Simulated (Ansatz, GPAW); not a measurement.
# Which magnetic ion is it?

A crystal has the composition K2MF4, where M is a 3d element. A calculation (PBE+U, spin-orbit coupling in second variation, Ansatz) gives:

| Item | Value |
| --- | --- |
| S | 1/2 |
| g, averaged over the cell's ions | ⊥ 2.2007, ∥ 2.1056 |
| moment in its sphere | 0.76 μB |

**Question.** Which ion is it, and why?

The crystal is K2CuF4, space group Cmce. The spin sits on Cu, with 6 F at 1.94 to 2.23 Å round it. With the usual charges of the other elements M must be +2. High-spin ions of that charge with S = 1/2 are d9 and d1, Cu and Sc; the sign of the g shift picks Cu²⁺ d⁹. Low-spin ions are left aside. The shift is positive: in a shell more than half full the orbital moment adds to the spin.

[Hosts, paths, dates, database ids (printed as entryN), source tags and the programs' standing remarks are cut or masked in the printed files.]
